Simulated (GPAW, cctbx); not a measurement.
# How far are the atoms of CrSi2Ir2 from free atoms?

Aim: compute the bonding part of the density of CrSi2Ir2, find which reflections carry it, and see how it biases an ordinary refinement.

The start was made by putting kin elements into a known structure type; the compound need not exist, or be stable, in this form. All numbers below are calculated.

## 1. Relax the structure

The density hangs on the geometry, so cell and atoms are relaxed first, with the symmetry held. The cutoff is set higher than for the density because stress converges slowly with plane waves.

Settings: GPAW 26.7.0, PBE, 570 eV, 5×3×3 k-points (along the axes of the calculation cell), Fermi–Dirac width 0.1 eV, spin-polarised, BFGS to 0.03 eV/Å.

```text
cell
1.0
     0.000000000    0.000000000    3.564000000
     6.146000000    0.000000000    0.000000000
     0.000000000    6.146000000    0.000000000
Ir Cr Si
4 2 4
Direct
0.500000000 0.680900000 0.819100000
0.500000000 0.819100000 0.319100000
0.500000000 0.319100000 0.180900000
0.500000000 0.180900000 0.680900000
0.000000000 0.500000000 0.500000000
0.000000000 0.000000000 0.000000000
0.000000000 0.879700000 0.620300000
0.000000000 0.620300000 0.120300000
0.000000000 0.120300000 0.379700000
0.000000000 0.379700000 0.879700000
```

```console
$ OMP_NUM_THREADS=1 mpirun -n 4 gpaw python run.py > gpaw.log
```

```text
BFGS:    0      -77.544072        4.256818
BFGS:    1      -78.289027        1.883061
BFGS:    2      -78.543131        0.568077
BFGS:    3      -78.605961        0.521073
...
BFGS:   30      -80.990466        0.265442
BFGS:   31      -80.998636        0.038050
BFGS:   32      -80.998731        0.028853
cell  2.7976 7.0879 7.0879  90.00 90.00 90.00
volume 140.544 A^3, largest force 0.018 eV/A, largest stress 0.14 GPa
```

The cell moved far, while the k-mesh and basis were chosen for the start, so the final shape may be somewhat biased.

After 32 steps the volume has changed by +4.4 % and the energy by -3.455 eV; the largest stress left is 0.14 GPa. It took 17 min on 4 cores of Arm Neoverse V2 (shared host), peak memory 1.7 GiB.

Relaxed structure: P4/mbm (no. 127), a = 7.0879 Å, b = 7.0879 Å, c = 2.7976 Å, α = 90.00°, β = 90.00°, γ = 90.00°.

```
atom  mult.       x       y    z
 Ir1      4  0.6464  0.8536  1/2
 Cr1      2     1/2     1/2    0
 Si1      4  0.8494  0.6506    0
```

## 2. The all-electron density

X-rays see the whole electron density, so the PAW density is rebuilt with its core regions. Subtracting spherical free atoms from the same code cancels the cores and leaves the deformation density Δρ, the part due to bonding.

Settings: PBE, 450 eV, 8×4×4 k-points (along the axes of the calculation cell), Fermi–Dirac width 0.1 eV, spin-polarised; primitive cell of 10 atoms.

```console
$ OMP_NUM_THREADS=1 mpirun -n 4 gpaw python run.py > gpaw.log
```

```text
|iter:   1|       0s |  -82.747693 | +0.49 |       |  +5.9718|
|iter:   2|       4s |  -80.469232 | -1.09 | -0.96 |  +5.9642|
|iter:   3|       8s |  -80.356460 | -2.06 | -1.19 |  +5.9330|
...
|iter:  19|      77s |  -80.847070c| -6.52 | -4.24c|  +7.2385|
|iter:  20|      81s |  -80.847036c| -7.31 | -4.69c|  +7.2369|
|iter:  21|      85s |  -80.847041c| -7.55c| -5.17c|  +7.2369|
```

```text
grid (28, 70, 70)  electrons 412.000  moved by bonding 1.765 e
deformation density beyond 0.5 A of the nuclei: max 0.088, min -0.185 e/A^3
atom        x       y       z   Voronoi charge  moment
Ir1    0.5000  0.6464  0.8536     -0.084       0.07
Ir2    0.5000  0.8536  0.3536     -0.084       0.07
Ir3    0.5000  0.3536  0.1464     -0.084       0.07
Ir4    0.5000  0.1464  0.6464     -0.084       0.07
Cr5    0.0000  0.5000  0.5000      0.184       3.08
Cr6    0.0000  0.0000  0.0000      0.184       3.08
Si7    0.0000  0.8494  0.6506     -0.008      -0.01
Si8    0.0000  0.6506  0.1506     -0.008      -0.01
Si9    0.0000  0.1506  0.3494     -0.008      -0.01
Si10   0.0000  0.3494  0.8494     -0.008      -0.01
mean inner potential of superposed free atoms 28.330 V
total magnetic moment 7.237 muB
```

Deformation density in a plane through the shortest contact of the Ir atom at the origin, in 0.01 e/Å³ (clipped at ±99); x from -1.6 to 4.1 Å, y from 2.4 down to -2.4 Å:

```text
  .   .   2   8   6  -4   .   .  -8  -3   1   1   1   2   2  -1
  .  -2  -3   4   6  -1   .   .  -8  -1   3   1   0   2   3  -2
 -3 -11  -6   2   5   4   0  -6  -6  -1   2   2   1   1   1  -4
 -2  -1   1   1   2   7   8   2  -1  -1   1   2   2   0  -1  -5
  1   2  -1  -9  -5   4   5   5   2  -3  -6  -4  -3  -3  -2  -2
 -1   0  -4 -10   . -12  -1   6   5  -5  -7   .  -9  -5  -1   0
  0  -1  -2   1   .   .   1   6   7  -1   .   .  -5  -4   1   1
  1   0  -4  -1   .  -6  -6   2   6   1  -3   .  -9  -2   3   2
 -1   0  -2  -3  -2  -8  -5   2   5   6   3  -3  -6  -1   2   3
 -5   0   1   0  -1   0   2   0  -1   5   9   4   0  -1  -1   1
 -2  -1   0  -1   0   2  -1  -9  -7   3   4   5   3  -3  -8  -6
 -4   0  -1  -2  -1   0  -3  -5   .   .  -6   5   7  -2  -6   .
 -3   2   1  -1   0   0  -3   3   .   .   2   4   8   1   .   .
```

Atoms in or within 0.15 Å of the plane: Ir (1.6, -2.3), Ir (0.0, 0.0), Ir (-1.6, 2.3), Si (4.0, -2.3), Si (2.5, 0.0), Si (0.9, 2.3) Å. Dots mark points within about 0.45 Å of a nucleus; large values next to them are atomic features.

Ir gains most (-0.08 e) and Cr loses most (+0.18 e), as electronegativity suggests. Such charges fall far short of formal ones, since overlapping free atoms already put density on their neighbours. Along the shortest contact from the Ir atom at the map's origin, Ir–Si at 2.47 Å, Δρ is +0.09 e/Å³ at the midpoint: a bond charge, the mark of covalency. At the midpoints of other shortest contacts it is +0.01 (Cr–Si, 2.70 Å), +0.02 (Ir–Ir, 2.80 Å), 0.00 (Cr–Cr, 2.80 Å) and -0.01 (Si–Si, 2.80 Å) e/Å³. Point values carry grid noise of about 0.01 e/Å³. The cell's moment is 7.24 μB; the largest inside an atomic sphere is 3.08 μB. The run needed 21 iterations, 97 s.

## 3. From the density to structure factors

The Fourier components of Δρ, added to those of the free atoms, give the static X-ray structure factors; the Mott–Bethe relation turns them into the Fourier components V of the potential that fast electrons feel.

```text
static structure factors of the conventional cell: F in electrons, V (Mott-Bethe) in volts
   h  k  l      d  |F| table  |F| free   |F| DFT   change   |V| free  |V| DFT  change %
   1  1  0  5.0119    80.034    80.184    80.458    0.274     3.295    3.071     -6.8
   2  0  0  3.5440    47.464    47.667    48.108    0.441     1.605    1.425    -11.2
   2  1  0  3.1698   177.581   177.394   177.575    0.181     5.153    5.094     -1.2
   0  0  1  2.7976   188.991   188.911   189.570    0.659     3.851    3.683     -4.4
   2  2  0  2.5060    58.875    58.633    58.211   -0.422     3.426    3.513      2.5
   1  1  1  2.4428   118.258   117.904   117.689   -0.215     4.667    4.709      0.9
   3  1  0  2.2414   198.246   197.887   197.252   -0.635     8.936    9.040      1.2
   2  0  1  2.1959    90.090    89.793    89.530   -0.264     3.528    3.569      1.2
   2  1  1  2.0975   218.764   218.539   218.236   -0.304     8.720    8.764      0.5
   3  2  0  1.9658    77.702    77.588    77.558   -0.030     2.156    2.160      0.2
   2  2  1  1.8666    18.394    18.286    18.108   -0.178     1.535    1.556      1.3
   4  0  0  1.7720   198.722   198.569   197.969   -0.600     6.421    6.482      1.0
   3  1  1  1.7492    82.627    82.578    82.741    0.164     1.131    1.115     -1.4
   4  1  0  1.7191    79.108    79.011    78.934   -0.077     1.871    1.878      0.4
```

The largest X-ray change is +0.66 e on 001, 0.3 % of |F|. For electrons V goes as (Z − F)/g², so a change of F counts against Z − F, which is small at low angle and wherever the atoms' terms cancel: |V| of 200 moves by -11.2 % (1.60 to 1.43 V) against +0.9 % in |F|. The last three rows still change by up to 0.60 e; the table stops while the angles are still low. The tabulated Hartree–Fock atoms differ from the free DFT atoms by up to 0.36 e, so the choice of reference atom matters too.

## 4. Which functional?

The same geometry is run with other functionals, to see whether the bonding signal is larger than the spread between approximations. Free atoms are LDA for LDA and PBE otherwise. Any other changed setting is in the row's label.

| run | ΔF 001 (e) | ΔF 310 (e) | ΔF 400 (e) | q(Ir) (e) | moved (e) | time |
| --- | --- | --- | --- | --- | --- | --- |
| PBE | +0.659 | -0.635 | -0.600 | -0.084 | 1.765 | 97 s |
| LDA | +0.777 | -0.623 | -0.606 | -0.082 | 1.819 | 2.1 min |
| RPBE | +0.682 | -0.629 | -0.623 | -0.090 | 1.801 | 89 s |

At the base's settings ΔF(001) spans +0.659 to +0.777 e, a spread of 18 % of the PBE value; over the three listed reflections the spread is at most 18 %, so sign and size hold across the functionals. The magnetic state differs between the runs (cell moments PBE 7.24, LDA 5.16, RPBE 7.51 μB), and that enters the spread. Times are from shared hosts.

## 5. What a spherical-atom refinement makes of it

Routine crystallography fits spherical atoms. To see the bias, intensities are simulated from tabulated atoms plus the DFT change ΔF, so that bonding alone can misfit (8748 reflections of the full sphere, merged to the counts below, to 0.4 Å, 1 % proportional noise plus counting noise, assumed isotropic U as listed, Δρ smeared by the mean U) and refined with cctbx over different ranges.

| range | data | R1 | GooF | U Ir1 (true 0.0041) | U Cr1 (true 0.0063) | U Si1 (true 0.0075) | largest shift (Å) | Δρ max, min (e/Å³) |
| --- | --- | --- | --- | --- | --- | --- | --- | --- |
| all data | 671 | 0.0033 | 0.98 | 0.0041 | 0.0063 | 0.0075 | 0.0000 | 0.47, -0.53 |
| low resolution, d > 0.84 | 86 | 0.0024 | 0.96 | 0.0041 | 0.0064 | 0.0075 | 0.0005 | 0.14, -0.18 |
| high order, d < 0.75 | 556 | 0.0038 | 0.99 | 0.0041 | 0.0063 | 0.0075 | 0.0002 | 0.40, -0.46 |
| occupancies free, d > 0.7 | 138 | 0.0024 | 0.97 | 0.0041 | 0.0063 | 0.0073 | 0.0003 | 0.19, -0.26 |

With all data GooF is 0.98, so at this noise the bonding hardly shows; the top residual peak, near noise level, lies 1.53 Å from Ir and 1.53 Å from Ir, between them. No U is off by more than 3 s.u. at low resolution. With Ir1 held at 1 and the scale free, the other occupancies refine to Cr1 0.997(0.002) and Si1 0.994(0.004), within three s.u. of full.

## 6. Answer

Bonding moves 1.76 e in the primitive cell of CrSi2Ir2 and changes the structure factors of the conventional cell in the table above by at most 0.66 e (001, 0.3 %), and among reflections above 2 % of the strongest by up to 1.0 % (221). The shortest bond, Ir–Si, has Δρ = +0.09 e/Å³ at its midpoint, a covalent bond charge. At the base's settings ΔF(001) spans +0.659 to +0.777 e, a spread of 18 % of the PBE value; over the three listed reflections the spread is at most 18 %, so sign and size hold across the functionals. With all data GooF is 0.98, so at this noise the bonding hardly shows. Limits: static density, frozen cores, no spin–orbit coupling; a ferromagnetic start is the only order tried, and the real ground state may be antiferromagnetic or insulating.

[Outputs are excerpts: Python notices, other lines and further rows are left out; steps that failed or that the build refused (PBEsol, TPSS) are not shown.]

[Logs are printed without paths, hosts, clocks, repeated set-up lines and the standing remarks that a program may print on its own settings, such as how far it seeks lower states.]
